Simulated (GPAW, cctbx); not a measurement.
## How far are the atoms of Cd3Cu from free atoms?

Question: by how much does bonding change the X-ray structure factors of Cd3Cu, how firmly does DFT give the change, and what does a routine refinement make of it?

The cell comes from substitution in a known structure type and wasn't matched to any measured phase. All numbers below are calculated.

### 1. Relax the structure

The density hangs on the geometry, so cell and atoms are relaxed first, with the symmetry held. The cutoff is set higher than for the density because stress converges slowly with plane waves.

Settings: GPAW 26.7.0, PBE, 570 eV, 5×5×5 k-points, Fermi–Dirac width 0.1 eV, BFGS to 0.03 eV/Å.

```text
cell
1.0
     4.238000000    0.000000000    0.000000000
     0.000000000    4.238000000    0.000000000
     0.000000000    0.000000000    4.238000000
Cd Cu
3 1
Direct
0.500000000 0.500000000 0.000000000
0.500000000 0.000000000 0.500000000
0.000000000 0.500000000 0.500000000
0.000000000 0.000000000 0.000000000
```

```console
$ OMP_NUM_THREADS=1 mpirun -n 4 gpaw python run.py > gpaw.log
```

```text
BFGS:    0       -6.243382        0.035112
BFGS:    1       -6.243458        0.033281
BFGS:    2       -6.243845        0.018593
cell  4.2482 4.2482 4.2482  90.00 90.00 90.00
volume 76.668 A^3, largest force 0.000 eV/A, largest stress 0.16 GPa
```

After 2 steps the volume has changed by +0.7 % and the energy by 0.000 eV; the largest stress left is 0.16 GPa. It took 10 s on 4 cores of Intel(R) Xeon(R) 6975P-C (Granite Rapids) (shared host), peak memory 0.75 GiB.

Relaxed structure: Pm-3m (no. 221), a = 4.2482 Å, b = 4.2482 Å, c = 4.2482 Å, α = 90.00°, β = 90.00°, γ = 90.00°.

```csv
atom,mult.,x,y,z
Cd1,3,1/2,1/2,0
Cu1,1,0,0,0
```

### 2. Density and charge transfer

X-rays see the whole electron density, so the PAW density is rebuilt with its core regions. Subtracting spherical free atoms from the same code cancels the cores and leaves the deformation density Δρ, the part due to bonding.

Settings: PBE, 450 eV, 6×6×6 k-points, Fermi–Dirac width 0.1 eV; primitive cell of 4 atoms.

```console
$ OMP_NUM_THREADS=1 mpirun -n 4 gpaw python run.py > gpaw.log
```

```text
|iter:   1|       0s |   -6.767554 | -0.41 |       |
|iter:   2|       0s |   -6.464698 | -2.18 | -1.24 |
|iter:   3|       1s |   -6.124097 | -2.14 | -1.32 |
...
|iter:   7|       2s |   -6.038937c| -6.03 | -3.50 |
|iter:   8|       2s |   -6.038934c| -6.64 | -3.81 |
|iter:   9|       2s |   -6.038932c| -7.76c| -4.27c|
```

```text
grid (42, 42, 42)  electrons 173.000  moved by bonding 0.774 e
deformation density beyond 0.5 A of the nuclei: max 0.030, min -0.106 e/A^3
atom        x       y       z   Voronoi charge  moment
Cd1    0.5000  0.5000  0.0000      0.045       0.00
Cd2    0.5000  0.0000  0.5000      0.045       0.00
Cd3    0.0000  0.5000  0.5000      0.045       0.00
Cu4    0.0000  0.0000  0.0000     -0.135       0.00
mean inner potential of superposed free atoms 20.204 V
total magnetic moment 0.000 muB
```

Deformation density in a plane through the shortest contact of the Cd atom at the origin, in 0.01 e/Å³ (clipped at ±99); x from -1.6 to 4.6 Å, y from 2.4 down to -2.4 Å:

```text
  1   0  -4  -4  -2  -5  -3   1   1  -3  -5  -2  -4  -4   0   1
  1   1   0  -2  -3  -2   0   1   1   0  -2  -3  -2   0   1   1
  1   1   1   1   1   1   1   1   1   1   1   1   1   1   1   1
  1   1   1   0   0   0   1   1   1   1   0   0   0   1   1   1
  1   1  -1  -5  -6  -5  -1   1   1  -1  -5  -6  -5  -1   1   1
  1   0  -5   0   .  -2  -4   1   1  -4  -2   .   0  -5   0   1
  1   0  -5   .   .   1  -5   1   1  -5   1   .   .  -5   0   1
  1   0  -6   1   .  -2  -4   1   1  -4  -2   .   1  -6   0   1
  1   1  -2  -5  -6  -5  -1   1   1  -1  -5  -6  -5  -2   1   1
  1   1   1   0   0   0   1   1   1   1   0   0   0   1   1   1
  1   1   1   1   1   1   1   1   1   1   1   1   1   1   1   1
  1   1   0  -2  -3  -1   0   1   1   0  -1  -3  -2   0   1   1
  1   0  -4  -4  -2  -5  -2   1   1  -2  -5  -2  -4  -4   0   1
```

Atoms in or within 0.15 Å of the plane: Cd (0.0, 0.0), Cd (3.0, 0.0) Å. Dots mark points within about 0.45 Å of a nucleus; large values next to them are atomic features.

Cu gains most (-0.14 e) and Cd loses most (+0.05 e), as electronegativity suggests. Along the shortest contact from the Cd atom at the map's origin, Cd–Cd at 3.00 Å, Δρ is +0.01 e/Å³ at the midpoint: little piles up between the atoms, as is usual in a metallic crystal, which this run finds. At the midpoints of other shortest contacts it is +0.02 (Cd–Cu, 3.00 Å) e/Å³. Point values carry grid noise of about 0.01 e/Å³. The run needed 9 iterations, 6.8 s.

### 3. From the density to structure factors

The Fourier components of Δρ, added to those of the free atoms, give the static X-ray structure factors; the Mott–Bethe relation turns them into the Fourier components V of the potential that fast electrons feel.

```text
static structure factors of the conventional cell: F in electrons, V (Mott-Bethe) in volts
   h  k  l      d  |F| table  |F| free   |F| DFT   change   |V| free  |V| DFT  change %
   0  1  0  4.2482    17.314    17.403    17.334   -0.069     1.723    1.798      4.3
   0  1  1  3.0039    16.174    16.271    16.275    0.004     1.472    1.470     -0.2
   1  1  1  2.4527   139.499   139.208   138.782   -0.427    12.153   12.306      1.3
   0  2  0  2.1241   132.770   132.430   132.077   -0.353    10.943   11.038      0.9
   0  2  1  1.8999    14.046    14.150    14.246    0.096     1.047    1.026     -2.0
   1  2  1  1.7343    13.579    13.673    13.780    0.107     0.958    0.939     -2.0
   0  2  2  1.5020   113.404   113.196   113.285    0.089     8.066    8.054     -0.1
   1  2  2  1.4161    12.558    12.619    12.700    0.081     0.765    0.755     -1.3
   0  3  0  1.4161    12.558    12.619    12.696    0.077     0.765    0.756     -1.2
   0  3  1  1.3434    12.304    12.357    12.425    0.069     0.717    0.709     -1.0
   1  3  1  1.2809   103.468   103.406   103.519    0.113     6.826    6.815     -0.2
   2  2  2  1.2263   100.714   100.694   100.817    0.123     6.501    6.490     -0.2
   0  3  2  1.1782    11.704    11.746    11.786    0.040     0.602    0.599     -0.6
   1  3  2  1.1354    11.546    11.588    11.625    0.037     0.571    0.568     -0.5
```

The largest X-ray change is -0.43 e on 111, 0.3 % of |F|. For electrons V goes as (Z − F)/g², so a change of F counts against Z − F, which is small at low angle and wherever the atoms' terms cancel: |V| of 010 moves by +4.3 % (1.72 to 1.80 V) against -0.4 % in |F|. The tabulated Hartree–Fock atoms differ from the free DFT atoms by up to 0.34 e, so the choice of reference atom matters too.

### 4. The functional ladder

The same geometry is run with other functionals, to see whether the bonding signal is larger than the spread between approximations. Free atoms are LDA for LDA and PBE otherwise. Any other changed setting is in the row's label.

| run | ΔF 111 (e) | ΔF 020 (e) | ΔF 222 (e) | q(Cu) (e) | moved (e) | time |
| --- | --- | --- | --- | --- | --- | --- |
| PBE | -0.427 | -0.353 | +0.123 | -0.135 | 0.774 | 6.8 s |
| LDA | -0.424 | -0.364 | +0.113 | -0.130 | 0.749 | 7 s |
| RPBE | -0.411 | -0.327 | +0.131 | -0.135 | 0.795 | 7 s |

At the base's settings ΔF(111) spans -0.427 to -0.411 e, a spread of 4 % of the PBE value; over the three listed reflections the spread is at most 15 %, so sign and size hold across the functionals. Times are from shared hosts.

### 5. What a spherical-atom refinement makes of it

Routine crystallography fits spherical atoms. To see the bias, intensities are simulated from tabulated atoms plus the DFT change ΔF, so that bonding alone can misfit (4944 reflections of the full sphere, merged to the counts below, to 0.4 Å, 0.5 % proportional noise plus counting noise, assumed isotropic U as listed, Δρ smeared by the mean U) and refined with cctbx over different ranges.

| range | data | R1 | GooF | U Cd1 (true 0.0029) | U Cu1 (true 0.0035) | largest shift (Å) | Δρ max, min (e/Å³) |
| --- | --- | --- | --- | --- | --- | --- | --- |
| all data | 163 | 0.0026 | 1.14 | 0.0029 | 0.0035 | 0.0000 | 0.25, -0.18 |
| low resolution, d > 0.84 | 26 | 0.0025 | 1.38 | 0.0029 | 0.0036 | 0.0000 | 0.10, -0.09 |
| high order, d < 0.75 | 129 | 0.0026 | 1.03 | 0.0029 | 0.0035 | 0.0000 | 0.17, -0.17 |
| occupancies free, d > 0.7 | 41 | 0.0024 | 1.36 | 0.0029 | 0.0036 | 0.0000 | 0.16, -0.17 |

With all data GooF is 1.14, diluted by the many high-angle data; the misfit shows at low resolution; the top residual peak, near noise level, lies 1.68 Å from Cu and 2.17 Å from Cd. No U is off by more than 3 s.u. at low resolution. Symmetry fixes every coordinate, so the shifts are zero by construction. With Cd1 held at 1 and the scale free, the other occupancies refine to Cu1 0.998(0.002), within three s.u. of full.

### 6. Answer

Bonding moves 0.77 e in the primitive cell of Cd3Cu and changes the structure factors of the conventional cell in the table above by at most 0.43 e (111, 0.3 %), and among reflections above 2 % of the strongest by up to 0.8 % (121). The shortest bond, Cd–Cd, has Δρ = +0.01 e/Å³ at its midpoint, with no localised bond charge. At the base's settings ΔF(111) spans -0.427 to -0.411 e, a spread of 4 % of the PBE value; over the three listed reflections the spread is at most 15 %, so sign and size hold across the functionals. With all data GooF is 1.14, diluted by the many high-angle data. Limits: static density, frozen cores, no spin–orbit coupling.

[Outputs are excerpts: Python notices, other lines and further rows are left out; steps that failed or that the build refused (PBEsol, TPSS) are not shown.]

[Logs are printed without paths, hosts, clocks, repeated set-up lines and the standing remarks that a program may print on its own settings, such as how far it seeks lower states.]
